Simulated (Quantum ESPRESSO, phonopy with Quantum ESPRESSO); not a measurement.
# KCl (Fm-3m): a volume series of phonon spectra, part 2 of 3

Aim: how the vibrations of KCl shift with volume, and the expansion that follows.

What experiment has found for this phase:
- volume expansion coefficient 111.3 1e-6/K and heat capacity C_P per formula unit 51.7 J/mol/K near room temperature (given in “High-Throughput Prediction of Finite-Temperature Properties using the Quasi-Harmonic Approximation”, 2016, arXiv:1603.06924)
- volume expansion coefficient 114.9 1e-6/K near room temperature (given in “Descriptors for thermal expansion in solids”, 2017, arXiv:1701.03966)

Quantum ESPRESSO 7.5; DFT PBE+D3(BJ), scalar-relativistic, plane waves, GBRV ultrasoft pseudopotentials.

So far. Step 10 (Ground state at this cell, V/V0 1.015): At this level the gap is 5.28 eV on the k-mesh of the self-consistent run, which can miss the band edges. Step 12 (Zone-centre response): The Born charges sum to zero within 0.014 e; the rest is removed before use. Acoustic frequencies in this log differ from zero by the error of the sum rule, which ph.x does not impose.

### Step 14. Phonons, V/V0 1.015

This step: DFT PBE+D3(BJ), scalar-relativistic, plane waves, GBRV ultrasoft pseudopotentials (phonopy with Quantum ESPRESSO 4.10.0 / 7.5).

Run time: 3.1 min. Hardware: 8 threads of Intel Xeon Platinum 8259CL at 2.50GHz (Skylake/Cascade Lake), shared host; 24 min of CPU time.

Phonopy, LO-TO term from ph.x's tensors. Phonon branches along the path, in cm⁻¹:

```
    point  branch 1  branch 2  branch 3  branch 4  branch 5  branch 6
        Γ         0         0         0       148       148       212
  halfway        44        44       116       152       152       169
        X        55        55       104       154       154       161
  halfway        60        70       102       151       154       161
        U        73        93       101       143       151       160
jump to K        73        93       101       143       151       160
  halfway        54        87       106       124       154       183
        Γ         0         0         0       148       148       212
  halfway        64        64        88       139       139       198
        L       107       107       116       116       154       159
  halfway        90        92       126       127       152       155
        W        83        83       118       122       159       159
  halfway        65        81        98       146       156       161
        X        55        55       104       154       154       161
```

No mode is imaginary beyond numerical noise along the path. The highest zone-centre mode (no LO–TO term) moved by -3.3 % for a volume change of +1.5 %.

The time given is that of the 2 pw.x runs on displaced cells behind this step.

### Step 15. Self-consistent run, V/V0 0.985

This step: DFT PBE+D3(BJ), scalar-relativistic, plane waves, GBRV ultrasoft pseudopotentials (Quantum ESPRESSO 7.5).

System of this step: KCl. Symmetry: Fm-3m, No. 225, cubic system. The conventional cell has a = 6.178 Å, b = 6.178 Å, c = 6.178 Å, α = 90.00°, β = 90.00°, γ = 90.00°. Nearest to K lie 6 Cl at 3.09 Å. Nearest to Cl lie 6 K at 3.09 Å. Farther neighbours and most contacts between anions are not listed.

File scf.in:

```
&CONTROL
  calculation = 'scf'
  prefix      = 'x'
  outdir      = './tmp'
  pseudo_dir  = './pseudo'
  tprnfor     = .true.
  tstress     = .true.
/
&SYSTEM
  ibrav           = 0
  nat             = 2
  ntyp            = 2
  ecutwfc         = 40.0
  ecutrho         = 240.0
  occupations     = 'fixed'
  nbnd            = 10
  vdw_corr        = 'grimme-d3'
  dftd3_version   = 4
  dftd3_threebody = .false.
/
&ELECTRONS
  conv_thr         = 1.0d-12
  mixing_beta      = 0.7
  electron_maxstep = 100
/
ATOMIC_SPECIES
 K      39.0983  K.upf
 Cl     35.4500  Cl.upf
CELL_PARAMETERS angstrom
     0.000000000    3.088766913    3.088766913
     3.088766913    0.000000000    3.088766913
     3.088766913    3.088766913    0.000000000
ATOMIC_POSITIONS crystal
 K      0.000000000   0.000000000   0.000000000
 Cl     0.500000000   0.500000000   0.500000000
K_POINTS automatic
 6 6 6 0 0 0
```

On the command line:

```console
OMP_NUM_THREADS=1 mpirun -n 8 pw.x -nk 8 -in scf.in > scf.out
```

Wall time 4.8 s (8 MPI ranks).

The run ends at a pressure of 0.18 GPa.

### Step 16. Ph0.985 field d3hess

File d3hess.in:

```
&INPUT
  prefix = 'x'
  outdir = './tmp'
  step   = 0.001
/
```

On the command line:

```console
d3hess.x -in d3hess.in > d3hess.out
```

Elapsed: 2.3 s, on 1 thread.

### Step 17. Zone-centre response

File ph.in:

```
phonons
&INPUTPH
  prefix = 'x'
  outdir = './tmp'
  fildyn = 'x.dyn'
  tr2_ph = 1.0d-18
  epsil  = .true.
/
0.000000000 0.000000000 0.000000000
```

scf.in is that of step 15.

On the command line:

```console
OMP_NUM_THREADS=1 mpirun -n 8 ph.x -nk 8 -in ph.in > ph.out
```

Elapsed: 52 s, on 8 MPI ranks.

The Born charges sum to zero within 0.014 e; the rest is removed before use. Acoustic frequencies in this log differ from zero by the error of the sum rule, which ph.x does not impose.

### Step 18. A displaced supercell

System of this step: KCl. The structure is orthorhombic, space group Imm2 (No. 44). The conventional cell has a = 8.736 Å, b = 12.355 Å, c = 8.736 Å, α = 90.00°, β = 90.00°, γ = 90.00°. K has 6 Cl at 3.07 to 3.10 Å nearest. K has 6 Cl at 3.09 Å nearest. Nearest to K lie 6 Cl at 3.09 Å. Nearest to Cl lie 6 K at 3.09 Å. Farther neighbours and most contacts between anions are not listed.

File disp-00001.in:

```
&CONTROL
  calculation = 'scf'
  prefix      = 'x'
  outdir      = './tmp'
  pseudo_dir  = './pseudo'
  tprnfor     = .true.
  disk_io     = 'none'
/
&SYSTEM
  ibrav           = 0
  nat             = 16
  ntyp            = 2
  ecutwfc         = 40.0
  ecutrho         = 240.0
  occupations     = 'fixed'
  nbnd            = 66
  vdw_corr        = 'grimme-d3'
  dftd3_version   = 4
  dftd3_threebody = .false.
/
&ELECTRONS
  conv_thr         = 1.0d-11
  mixing_beta      = 0.7
  electron_maxstep = 100
/
ATOMIC_SPECIES
 K      39.0983  K.upf
 Cl     35.4500  Cl.upf
CELL_PARAMETERS angstrom
     0.000000000    6.177533827    6.177533827
     6.177533827    0.000000000    6.177533827
     6.177533827    6.177533827    0.000000000
ATOMIC_POSITIONS crystal
 K      0.002289285   0.000000000   0.000000000
 K      0.500000000   0.000000000   0.000000000
 K      0.000000000   0.500000000   0.000000000
 K      0.500000000   0.500000000   0.000000000
 K      0.000000000   0.000000000   0.500000000
 K      0.500000000   0.000000000   0.500000000
 K      0.000000000   0.500000000   0.500000000
 K      0.500000000   0.500000000   0.500000000
 Cl     0.250000000   0.250000000   0.250000000
 Cl     0.750000000   0.250000000   0.250000000
 Cl     0.250000000   0.750000000   0.250000000
 Cl     0.750000000   0.750000000   0.250000000
 Cl     0.250000000   0.250000000   0.750000000
 Cl     0.750000000   0.250000000   0.750000000
 Cl     0.250000000   0.750000000   0.750000000
 Cl     0.750000000   0.750000000   0.750000000
K_POINTS automatic
 3 3 3 0 0 0
```

On the command line:

```console
OMP_NUM_THREADS=1 mpirun -n 4 pw.x -nk 4 -in disp-00001.in > disp-00001.out
```

It took 3.3 min on 4 MPI ranks; 13 min of CPU time.

### Step 19. Phonons, V/V0 0.985

This step: DFT PBE+D3(BJ), scalar-relativistic, plane waves, GBRV ultrasoft pseudopotentials (phonopy with Quantum ESPRESSO 4.10.0 / 7.5).

Elapsed: 3.3 min, on 8 threads; 25 min of CPU time.

Phonopy, LO-TO term from ph.x's tensors. Phonon branches along the path, in cm⁻¹:

```
    point  branch 1  branch 2  branch 3  branch 4  branch 5  branch 6
        Γ         0         0         0       158       158       220
  halfway        43        43       124       163       163       173
        X        53        53       103       165       165       173
  halfway        59        69       100       162       164       173
        U        75        92       102       153       161       172
jump to K        75        92       102       153       161       172
  halfway        52        93       112       133       165       189
        Γ         0         0         0       158       158       220
  halfway        68        68        91       148       148       206
        L       114       114       123       123       160       165
  halfway        93        94       132       134       162       164
        W        82        82       125       129       170       170
  halfway        63        83        97       156       167       172
        X        53        53       103       165       165       173
```

No mode is imaginary beyond numerical noise along the path. The highest zone-centre mode (no LO–TO term) moved by +3.3 % for a volume change of -1.5 %.

The time given is that of the 2 pw.x runs on displaced cells behind this step.

### Step 20. Self-consistent run, V/V0 1.03

This step: DFT PBE+D3(BJ), scalar-relativistic, plane waves, GBRV ultrasoft pseudopotentials (Quantum ESPRESSO 7.5).

System of this step: KCl. The structure is cubic, space group Fm-3m (No. 225). The conventional cell has a = 6.270 Å, b = 6.270 Å, c = 6.270 Å, α = 90.00°, β = 90.00°, γ = 90.00°. Nearest to K lie 6 Cl at 3.14 Å. Cl has 6 K at 3.14 Å nearest. Farther neighbours and most contacts between anions are not listed.

scf.in, as its differences from that of step 17:

```diff
@@ -29,5 +29,5 @@
 CELL_PARAMETERS angstrom
-     0.000000000    3.088766913    3.088766913
-     3.088766913    0.000000000    3.088766913
-     3.088766913    3.088766913    0.000000000
+     0.000000000    3.135105317    3.135105317
+     3.135105317    0.000000000    3.135105317
+     3.135105317    3.135105317    0.000000000
 ATOMIC_POSITIONS crystal
```

On the command line:

```console
OMP_NUM_THREADS=1 mpirun -n 8 pw.x -nk 8 -in scf.in > scf.out
```

Run time: 5.5 s. Hardware: 8 MPI ranks.

The run ends at a pressure of -0.71 GPa.

### Step 21. Ph1.030 field d3hess

d3hess.in is that of step 16.

On the command line:

```console
d3hess.x -in d3hess.in > d3hess.out
```

It took 2.2 s on 1 thread.

### Step 22. Born charges and dielectric tensor

ph.in is that of step 17.

scf.in is that of step 20.

On the command line:

```console
OMP_NUM_THREADS=1 mpirun -n 8 ph.x -nk 8 -in ph.in > ph.out
```

Elapsed: 54 s, on 8 MPI ranks; 7 min of CPU time.

The Born charges sum to zero within 0.014 e; the rest is removed before use. Acoustic frequencies in this log differ from zero by the error of the sum rule, which ph.x does not impose.

### Step 23. Forces on a displaced cell

System of this step: KCl. It takes space group Imm2 (No. 44, orthorhombic). The conventional cell has a = 8.867 Å, b = 12.540 Å, c = 8.867 Å, α = 90.00°, β = 90.00°, γ = 90.00°. Nearest to K lie 6 Cl at 3.12 to 3.15 Å. Nearest to K lie 6 Cl at 3.14 Å. Cl has 6 K at 3.14 Å nearest. Farther neighbours and most contacts between anions are not listed.

disp-00001.in, as its differences from that of step 18:

```diff
@@ -29,7 +29,7 @@
 CELL_PARAMETERS angstrom
-     0.000000000    6.177533827    6.177533827
-     6.177533827    0.000000000    6.177533827
-     6.177533827    6.177533827    0.000000000
+     0.000000000    6.270210634    6.270210634
+     6.270210634    0.000000000    6.270210634
+     6.270210634    6.270210634    0.000000000
 ATOMIC_POSITIONS crystal
- K      0.002289285   0.000000000   0.000000000
+ K      0.002255448   0.000000000   0.000000000
  K      0.500000000   0.000000000   0.000000000
```

On the command line:

```console
OMP_NUM_THREADS=1 mpirun -n 4 pw.x -nk 4 -in disp-00001.in > disp-00001.out
```

It took 3.6 min on 4 MPI ranks.

### Step 24. Phonons, V/V0 1.03

This step: DFT PBE+D3(BJ), scalar-relativistic, plane waves, GBRV ultrasoft pseudopotentials (phonopy with Quantum ESPRESSO 4.10.0 / 7.5).

The job ended after 3.6 min (8 threads).

No mode is imaginary beyond numerical noise along the path. The highest zone-centre mode (no LO–TO term) moved by -6.4 % for a volume change of +3.0 %.

The time given is that of the 2 pw.x runs on displaced cells behind this step.

### Step 25. Ground state at this cell, V/V0 0.97

This step: DFT PBE+D3(BJ), scalar-relativistic, plane waves, GBRV ultrasoft pseudopotentials (Quantum ESPRESSO 7.5).

System of this step: KCl. It takes space group Fm-3m (No. 225, cubic). The conventional cell has a = 6.146 Å, b = 6.146 Å, c = 6.146 Å, α = 90.00°, β = 90.00°, γ = 90.00°. Nearest to K lie 6 Cl at 3.07 Å. Nearest to Cl lie 6 K at 3.07 Å. Farther neighbours and most contacts between anions are not listed.

scf.in, as its differences from that of step 22:

```diff
@@ -29,5 +29,5 @@
 CELL_PARAMETERS angstrom
-     0.000000000    3.135105317    3.135105317
-     3.135105317    0.000000000    3.135105317
-     3.135105317    3.135105317    0.000000000
+     0.000000000    3.073007624    3.073007624
+     3.073007624    0.000000000    3.073007624
+     3.073007624    3.073007624    0.000000000
 ATOMIC_POSITIONS crystal
```

On the command line:

```console
OMP_NUM_THREADS=1 mpirun -n 8 pw.x -nk 8 -in scf.in > scf.out
```

Wall time 4.5 s (8 MPI ranks); 35 s of CPU time.

The run ends at a pressure of 0.54 GPa.

### Step 26. Ph0.970 field d3hess

d3hess.in is that of step 21.

On the command line:

```console
d3hess.x -in d3hess.in > d3hess.out
```

Elapsed: 2.3 s, on 1 thread.

### Step 27. Born charges and dielectric tensor

ph.in is that of step 22.

scf.in is that of step 25.

On the command line:

```console
OMP_NUM_THREADS=1 mpirun -n 8 ph.x -nk 8 -in ph.in > ph.out
```

It took 54 s on 8 MPI ranks; 7.1 min of CPU time.

The Born charges sum to zero within 0.014 e; the rest is removed before use. Acoustic frequencies in this log differ from zero by the error of the sum rule, which ph.x does not impose.

### Step 28. Forces on a displaced cell

System of this step: KCl. The structure is orthorhombic, space group Imm2 (No. 44). Conventional cell: a = 8.692 Å, b = 12.292 Å, c = 8.692 Å, α = 90.00°, β = 90.00°, γ = 90.00°. Nearest to K lie 6 Cl at 3.06 to 3.09 Å. Nearest to K lie 6 Cl at 3.07 Å. K has 6 Cl at 3.07 Å nearest. Nearest to Cl lie 6 K at 3.07 Å. Farther neighbours and most contacts between anions are not listed.

disp-00001.in, as its differences from that of step 23:

```diff
@@ -29,7 +29,7 @@
 CELL_PARAMETERS angstrom
-     0.000000000    6.270210634    6.270210634
-     6.270210634    0.000000000    6.270210634
-     6.270210634    6.270210634    0.000000000
+     0.000000000    6.146015249    6.146015249
+     6.146015249    0.000000000    6.146015249
+     6.146015249    6.146015249    0.000000000
 ATOMIC_POSITIONS crystal
- K      0.002255448   0.000000000   0.000000000
+ K      0.002301025   0.000000000   0.000000000
  K      0.500000000   0.000000000   0.000000000
```

On the command line:

```console
OMP_NUM_THREADS=1 mpirun -n 4 pw.x -nk 4 -in disp-00001.in > disp-00001.out
```

Wall time 3.4 min (4 MPI ranks); 13 min of CPU time.

### Step 29. Lattice dynamics at this volume, V/V0 0.97

This step: DFT PBE+D3(BJ), scalar-relativistic, plane waves, GBRV ultrasoft pseudopotentials (phonopy with Quantum ESPRESSO 4.10.0 / 7.5).

Wall time 3.4 min (8 threads); 27 min of CPU time.

Phonopy, LO-TO term from ph.x's tensors. Phonon branches along the path, in cm⁻¹:

```
    point  branch 1  branch 2  branch 3  branch 4  branch 5  branch 6
        Γ         0         0         0       163       163       224
  halfway        42        42       129       168       168       176
        X        52        52       102       171       171       179
  halfway        59        69        99       168       170       179
        U        76        91       103       158       166       178
jump to K        76        91       103       158       166       178
  halfway        52        96       114       137       170       193
        Γ         0         0         0       163       163       224
  halfway        70        70        93       153       153       210
        L       117       117       127       127       163       168
  halfway        95        95       136       138       167       169
        W        81        81       128       132       176       176
  halfway        62        84        96       161       173       178
        X        52        52       102       171       171       179
```

No mode is imaginary beyond numerical noise along the path. The highest zone-centre mode (no LO–TO term) moved by +6.8 % for a volume change of -3.0 %.

The time given is that of the 2 pw.x runs on displaced cells behind this step.

### Step 30. Ground state at this cell, V/V0 1.05

This step: DFT PBE+D3(BJ), scalar-relativistic, plane waves, GBRV ultrasoft pseudopotentials (Quantum ESPRESSO 7.5).

System of this step: KCl. The structure is cubic, space group Fm-3m (No. 225). Conventional cell: a = 6.311 Å, b = 6.311 Å, c = 6.311 Å, α = 90.00°, β = 90.00°, γ = 90.00°. Nearest to K lie 6 Cl at 3.16 Å. Nearest to Cl lie 6 K at 3.16 Å. Farther neighbours and most contacts between anions are not listed.

scf.in, as its differences from that of step 27:

```diff
@@ -29,5 +29,5 @@
 CELL_PARAMETERS angstrom
-     0.000000000    3.073007624    3.073007624
-     3.073007624    0.000000000    3.073007624
-     3.073007624    3.073007624    0.000000000
+     0.000000000    3.155267320    3.155267320
+     3.155267320    0.000000000    3.155267320
+     3.155267320    3.155267320    0.000000000
 ATOMIC_POSITIONS crystal
```

On the command line:

```console
OMP_NUM_THREADS=1 mpirun -n 8 pw.x -nk 8 -in scf.in > scf.out
```

The job ended after 4.9 s (8 MPI ranks).

The run ends at a pressure of -1.04 GPa.

### Step 31. Ph1.050 field d3hess

d3hess.in is that of step 26.

On the command line:

```console
d3hess.x -in d3hess.in > d3hess.out
```

Elapsed: 2.2 s, on 1 thread.

### Step 32. Born charges and dielectric tensor

ph.in is that of step 27.

scf.in is that of step 30.

On the command line:

```console
OMP_NUM_THREADS=1 mpirun -n 8 ph.x -nk 8 -in ph.in > ph.out
```

Wall time 56 s (8 MPI ranks).

ε∞:

```
2.32 0.00 0.00
0.00 2.32 0.00
0.00 0.00 2.32
```

The Born charges sum to zero within 0.014 e; the rest is removed before use. Acoustic frequencies in this log differ from zero by the error of the sum rule, which ph.x does not impose.

### Step 33. Forces on a displaced cell

System of this step: KCl. It takes space group Imm2 (No. 44, orthorhombic). Conventional cell: a = 8.924 Å, b = 12.621 Å, c = 8.924 Å, α = 90.00°, β = 90.00°, γ = 90.00°. K has 6 Cl at 3.14 to 3.17 Å nearest. K has 6 Cl at 3.16 Å nearest. Nearest to K lie 6 Cl at 3.16 Å. Nearest to Cl lie 6 K at 3.16 Å. Farther neighbours and most contacts between anions are not listed.

disp-00001.in, as its differences from that of step 28:

```diff
@@ -29,7 +29,7 @@
 CELL_PARAMETERS angstrom
-     0.000000000    6.146015249    6.146015249
-     6.146015249    0.000000000    6.146015249
-     6.146015249    6.146015249    0.000000000
+     0.000000000    6.310534640    6.310534640
+     6.310534640    0.000000000    6.310534640
+     6.310534640    6.310534640    0.000000000
 ATOMIC_POSITIONS crystal
- K      0.002301025   0.000000000   0.000000000
+ K      0.002241036   0.000000000   0.000000000
  K      0.500000000   0.000000000   0.000000000
```

On the command line:

```console
OMP_NUM_THREADS=1 mpirun -n 4 pw.x -nk 4 -in disp-00001.in > disp-00001.out
```

Wall time 3.5 min (4 MPI ranks).

### Step 34. Phonons, V/V0 1.05

This step: DFT PBE+D3(BJ), scalar-relativistic, plane waves, GBRV ultrasoft pseudopotentials (phonopy with Quantum ESPRESSO 4.10.0 / 7.5).

Wall time 3.5 min (8 threads).

Phonopy, LO-TO term from ph.x's tensors. Phonon branches along the path, in cm⁻¹:

```
    point  branch 1  branch 2  branch 3  branch 4  branch 5  branch 6
        Γ         0         0         0       137       137       204
  halfway        45        45       107       141       141       164
        X        57        57       106       142       142       148
  halfway        61        70       103       140       142       148
        U        71        95        99       132       140       148
jump to K        71        95        99       132       140       148
  halfway        54        80       100       116       143       176
        Γ         0         0         0       137       137       204
  halfway        60        60        84       128       128       190
        L        99        99       108       108       148       153
  halfway        87        89       119       120       143       145
        W        85        85       111       115       147       147
  halfway        66        79       100       135       144       148
        X        57        57       106       142       142       148
```

No mode is imaginary beyond numerical noise along the path. The highest zone-centre mode (no LO–TO term) moved by -10.5 % for a volume change of +5.0 %.

The time given is that of the 2 pw.x runs on displaced cells behind this step.

[end of part 2 of 3]

[Logs are printed without paths, hosts, clocks, repeated set-up lines and the standing remarks that a program may print on its own settings, such as how far it seeks lower states.]

[Hosts, paths, dates, database ids (printed as entryN), source tags and the programs' standing remarks are cut or masked in the printed files.]

[A step with changed settings may run another functional than the one named; its input shows which.]

[Of the runs on displaced cells, only some may be shown.]
